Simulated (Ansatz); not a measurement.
# Phonon transport in NaF (Villiaumite, Fm-3m), part 2 of 3

Aim: the lattice thermal conductivity of NaF (Villiaumite) against temperature, and which phonons carry it.

Experimental results on record:
- thermal conductivity 18.4 W/m/K near room temperature (given in “Combining the AFLOW GIBBS and Elastic Libraries to efficiently and robustly screen thermo-mechanical properties of solids”, 2017, arXiv:1611.05714)
- thermal conductivity 16.5 W/m/K near room temperature (given in “Predicting the lattice thermal conductivity of solids by solving the Boltzmann transport equation: AFLOW - AAPL an automated, accurate and efficient framework”, 2017, arXiv:1611.05481)

Ansatz 0.2.0; DFT PBEsol, scalar-relativistic, plane waves, PAW; PAW set soft_1.

So far. Step 2 (A first coarse run): The start is under -0.35 GPa at this level and looks like an insulator or semiconductor on this mesh. Step 4 (Tight relaxation): The residual pressure is 2.6e-4 GPa, small enough for phonons. The relaxed cell has a = 4.629 Å (conventional setting).

### 5. Third-order constants on small settings

A small supercell and a short cutoff cost little, and show how far such settings carry.

input.yaml reads:

```yaml
crystal:
  lattice:
    - [0.0, 2.3143345575, 2.3143345575]
    - [2.3143345575, 0.0, 2.3143345575]
    - [2.3143345575, 2.3143345575, 0.0]
  atoms:
    - { symbol: Na, position: [0.0, 0.0, 0.0] }
    - { symbol: F, position: [0.5, 0.5, 0.5] }
kpoints:
  mp_grid: { grid: [8, 8, 8] }
hamiltonian:
  xc: pbesol
  pseudopotentials: { kind: paw, azcp: { folder: soft_1 }, xc_functional: pbe }
scf:
  occupations: { method: fixed }
  lower_state_search: "off"
output:
  eigenvalues: true
phonons:
  method: fd
  dielectric: true
  supercell: [2, 2, 2]
  temperatures: { t_max: 1000, t_step: 50 }
  qpath:
    path:
      - [[0.0, 0.0, 0.0], [0.5, 0.0, 0.5], [0.5, 0.25, 0.75], [0.375, 0.375, 0.75], [0.0, 0.0, 0.0], [0.5, 0.5, 0.5], [0.625, 0.25, 0.625], [0.5, 0.25, 0.75], [0.5, 0.5, 0.5], [0.375, 0.375, 0.75]]
      - [[0.625, 0.25, 0.625], [0.5, 0.0, 0.5]]
    npoints: 10
  third_order: { supercell: [2, 2, 2], pair_cutoff: 2.464 }
  lattice_thermal_conductivity:
    qmesh: [13, 13, 13]
    temperatures: [100.0, 150.0, 200.0, 300.0, 400.0, 500.0, 600.0, 800.0]
    isotope_mass_variance: [{ species: F, variance: 0.0 }, { species: Na, variance: 0.0 }]
```

Started as:

```
$ ansatz run input.yaml --threads 18 --pin off --max-ram 92160MiB --backend cuda --events-out ev --progress --plain --runs-dir out
```

Numbers of over 12 decimals in the logs are rounded to 6 here.

Output:

```text
Warning: phonons.dielectric: true without phonons.rigid_motions: the static dielectric tensor ε⁰ will be withheld (ε∞, Z* and the rows of modes are given); for a crystal or a slab, whose only rigid motions are the translations, set phonons.rigid_motions: translations
Warning: phonons.third_order: as it is cut ahead of every solve, the batch solves 28 displaced supercells where 26 would do. It runs under 48 of the 384 operations that the crystal's space group holds on the batch's supercell: the run's FFT boxes carry no more. The force constants lose no accuracy. For the smaller batch, try basis.xc_grid above 1 where it is 1, a denser FFT box (accuracy: high where it is lower, or a larger basis.ecutrho_ratio), or the same crystal shifted so that one of its atoms lies at the cell's origin: each can bring back operations that the batch needs, and none is sure to; [rest of the remark cut]
[...]
Crystal: 16 atoms, lattice volume = 198.335 Å³
Basis set: ecut = 420 eV, 3839 PW (Γ), exchange–correlation on 90×90×90 points (8 copies of the dense FFT grid, shifted against one another)
Bands: 80, of which v1, the nominal top of the filled ones, is band 64 counted from 1 (63 counted from 0)
Symmetry: 384 space group operations
k-points: 8 of 64
[...]
SCF iter   1: F=—  HF=-18231.414293 eV  |F-HF|=—  |Δ(HF+E_count)|=         —  Δρ=4.24e-8  dr2=3.25e-12  ethr=1.00e-12  ⟨swp⟩=3.0  Hψ=1567  notcnv=0
[...]
SCF iter   2: F=-18231.414293 eV  HF=-18231.414293 eV  |F-HF|=0.00e0  |Δ(HF+E_count)|=  3.64e-12  Δρ=1.95e-8  dr2=2.76e-13  ethr=1.00e-12  ⟨swp⟩=3.0  Hψ=1352  notcnv=0
SCF 1 converged in 2 iterations: F = -18231.414293 eV  dr2 = 2.76e-13
[...]
Crystal: 2 atoms, lattice volume = 24.792 Å³
Basis set: ecut = 420 eV, 531 PW (Γ), exchange–correlation on 48×48×48 points (8 copies of the dense FFT grid, shifted against one another)
Bands: 12, of which v1, the nominal top of the filled ones, is band 8 counted from 1 (7 counted from 0)
Symmetry: 48 space group operations
k-points: 59 of 512 (irreducible under 8 space group operations, time reversal used)
[...]
SCF iter   1: F=—  HF=-2278.926722 eV  |F-HF|=—  |Δ(HF+E_count)|=         —  Δρ=8.43e-7  dr2=8.20e-11  ethr=1.93e-7  ⟨swp⟩=3.6  Hψ=5706  notcnv=0  defer=116
[...]
SCF 2 converged in 3 iterations: F = -2278.926787 eV  dr2 = 2.09e-11
[...]
SCF 31 converged in 8 iterations: F = -18231.411543 eV  dr2 = 4.69e-10
[...]
SCF 32 converged in 8 iterations: F = -18231.410894 eV  dr2 = 6.30e-10
[...]
SCF 33 converged in 8 iterations: F = -18231.410455 eV  dr2 = 7.01e-10
SCF converged after 2 iterations
[...]
--- Phonons: 2 displaced members + reference (amplitude 0.0025 Å, Σ member SCF iterations 16) ---
  symmetry images taken by strict's conditions (phonons.symmetry_images: auto; settled by no image being taken that strict refuses)
  ASR residual: 2.481e-4 → 0.000e0 eV/Å²; symmetrization residual: 3.848e-5 eV/Å²
  largest component of a force at the reference: 1.3e-28 eV/Å
  ASR residual per site (eV/Å²): 2.48e-4 1.15e-5
  Γ frequencies (cm⁻¹): 0.00 0.00 0.00 239.39 239.39 239.39
  Unit cell's response to a homogeneous field, on a k mesh of 8×8×8: 1 representative field direction (Σ response iterations 6)
  ε∞ (high-frequency dielectric tensor):
        1.893260     0.000000    -0.000000
       -0.000000     1.893260    -0.000000
        0.000000     0.000000     1.893260
  ε⁰ (static dielectric tensor): not given — the deck does not say what the cell's rigid motions are, and on a molecule in a box or a wire the rigid rotations would enter the sum over the modes at Γ. For a crystal or a slab, whose only rigid motions are the translations, set phonons.rigid_motions: translations.
  Born effective charges Z* (e; rows j = field, columns β = displacement):
    site 0:
         1.01163   -0.00000    0.00000
        -0.00000    1.01163   -0.00000
        -0.00000   -0.00000    1.01163
    site 1:
        -1.01163    0.00000    0.00000
         0.00000   -1.01163    0.00000
         0.00000    0.00000   -1.01163
  Z* charge neutrality: 1.054e-5 e pre-enforcement
  k-mesh period / interband length: 26.2 Å / 0.88 Å = 29.82 at k = (0.0000, 0.0000, 0.0000), direct gap 6.199 eV — 14 or more, which is no proof of convergence
  optical modes at Γ without the LO–TO term, one row a degenerate level:
      ω (cm⁻¹)  modes    IR ((D/Å)²/amu)
        239.39      3             6.8093
  optical modes at Γ + LO–TO along q̂ = [1.0000, 0.0000, 0.0000]:
      ω (cm⁻¹)  modes    IR ((D/Å)²/amu)
        239.39      2             4.5396
        400.56      1             2.2698
  optical modes at Γ + LO–TO along q̂ = [0.0000, 1.0000, 0.0000]:
      ω (cm⁻¹)  modes    IR ((D/Å)²/amu)
        239.39      2             4.5396
        400.56      1             2.2698
  optical modes at Γ + LO–TO along q̂ = [0.0000, 0.0000, 1.0000]:
      ω (cm⁻¹)  modes    IR ((D/Å)²/amu)
        239.39      2             4.5396
        400.56      1             2.2698
  density of states and harmonic sums: on the 24×24×24 q-mesh, interpolated from the force constants of a 2×2×2 supercell (with the dipole–dipole term)
  largest difference from the sums on the solved wave vectors: F 5.74e-2 eV, S 8.99e-5 and C_V 3.21e-5 eV/K
  zero-point energy: 0.081007 eV/cell   skipped modes (ω ≤ 0): 3   left out of the sums: 3.62e-5 of the cell's modes: C_V's classical limit lies that fraction below 3 k_B per atom; for a crystal, a wire or a layer, F and S can be off by more, and a phonons.interpolated_qmesh denser along its periods is the remedy for the sampling
--- Third-order force constants: 28 member SCFs in a 2×2×2 supercell (pair cutoff 2.464 Å, amplitude 0.03 Å, SCF threshold 1.00e-9 eV, Σ member SCF iterations 235) ---
[...]
38 force-constant blocks with the first atom in the home cell, fitted with 6 parameters over 4 symmetry orbits; no atom triplet left out
  sum-rule residual: 2.339e-1 → 5.551e-17 eV/Å³; symmetrization residual: 5.083e-3 eV/Å³; largest sum-rule correction relative to its orbit: 3.632e-2, on the orbit of the block of home site 0 with site 1 of cell (-1, -1, 0) and site 0 of cell (0, 0, 0), whose norm before the correction was 8.131e0 eV/Å³
--- Lattice thermal conductivity: 13×13×13 mesh (84 irreducible points), tetrahedron method ---
  three-phonon and isotope scattering only; four-phonon, boundary and, in a metal, phonon-electron scattering are left out
  each conductivity is what the modes' populations carry and what the coherences between them add
  conductivity (a third of the tensor's trace), W/(m K), in the relaxation-time approximation and from the full solution:
       T (K)   relaxation time   full solution  iterations             ending  least Ritz value
      100.00          444.2783        461.3208          10          converged          3.379e-1
      150.00          240.6855        251.1507          10          converged          3.494e-1
      200.00          167.4954        175.0816          10          converged          3.525e-1
      300.00          105.8476        110.7659          10          converged          3.543e-1
      400.00           77.9656         81.6149          10          converged          3.548e-1
      500.00           61.8982         64.8026          11          converged          3.550e-1
      600.00           51.4035         53.8169          11          converged          3.551e-1
      800.00           38.4826         40.2874          11          converged          3.552e-1
```

Elapsed: 9.4 s, on 1 × NVIDIA GB200 with 18 threads of Arm Neoverse V2, shared host; peak memory 1.3 GiB; 68 s of CPU time.

This step gave:

* Γ frequencies: 0, 0, 0, 239.4, 239.4, 239.4 cm⁻¹ (negative: imaginary)
* lowest frequency on the path: 0 cm⁻¹
* zero-point energy: 0.08101 eV/cell
* point group: m-3m
* highest frequency: 400.6 cm⁻¹
* Debye temperature from the second moment: 421 K
* κ at 300 K (relaxation time): 105.8 W/m/K
* κ at 300 K (full solution): 110.8 W/m/K
* dipole term: run
* mean free path at half of κ: 1160 nm
* share of κ above the three lowest branches: 0.046
* third-order blocks: 38
* periodic aliases dropped: 0
* largest relative sum-rule correction: 0.03632
* displaced cells, third order: 28

W/m/K. Kappa, by row:

| T (K) | RTA xx | RTA yy | RTA zz | full xx | full yy | full zz | coherence part xx | coherence part yy | coherence part zz | ending | iterations | least Ritz value |
| --- | --- | --- | --- | --- | --- | --- | --- | --- | --- | --- | --- | --- |
| 100 | 444.3 | 444.3 | 444.3 | 461.3 | 461.3 | 461.3 | 0.0253 | 0.0253 | 0.0253 | converged | 10 | 0.338 |
| 150 | 240.7 | 240.7 | 240.7 | 251.2 | 251.2 | 251.2 | 0.06085 | 0.06085 | 0.06085 | converged | 10 | 0.349 |
| 200 | 167.5 | 167.5 | 167.5 | 175.1 | 175.1 | 175.1 | 0.09403 | 0.09403 | 0.09403 | converged | 10 | 0.353 |
| 300 | 105.8 | 105.8 | 105.8 | 110.8 | 110.8 | 110.8 | 0.149 | 0.149 | 0.149 | converged | 10 | 0.354 |
| 400 | 77.97 | 77.97 | 77.97 | 81.61 | 81.61 | 81.61 | 0.1928 | 0.1928 | 0.1928 | converged | 10 | 0.355 |
| 500 | 61.9 | 61.9 | 61.9 | 64.8 | 64.8 | 64.8 | 0.2289 | 0.2289 | 0.2289 | converged | 11 | 0.355 |
| 600 | 51.4 | 51.4 | 51.4 | 53.82 | 53.82 | 53.82 | 0.2593 | 0.2593 | 0.2593 | converged | 11 | 0.355 |
| 800 | 38.48 | 38.48 | 38.48 | 40.29 | 40.29 | 40.29 | 0.3078 | 0.3078 | 0.3078 | converged | 11 | 0.355 |

This rung gives 106 W/(m K) at 300 K by relaxation time, but with 16 atoms, 1 neighbour distance inside the cutoff and a 13×13×13 mesh it is a test, not the conductivity of the crystal.

(Part 2 of 3 ends here.)

[Logs are printed without paths, hosts, clocks, repeated set-up lines and the standing remarks that a program may print on its own settings, such as how far it seeks lower states.]

[Hosts, paths, dates, database ids (printed as entryN), source tags and the programs' standing remarks are cut or masked in the printed files.]

[A step with changed settings may run another functional than the one named; its input shows which.]
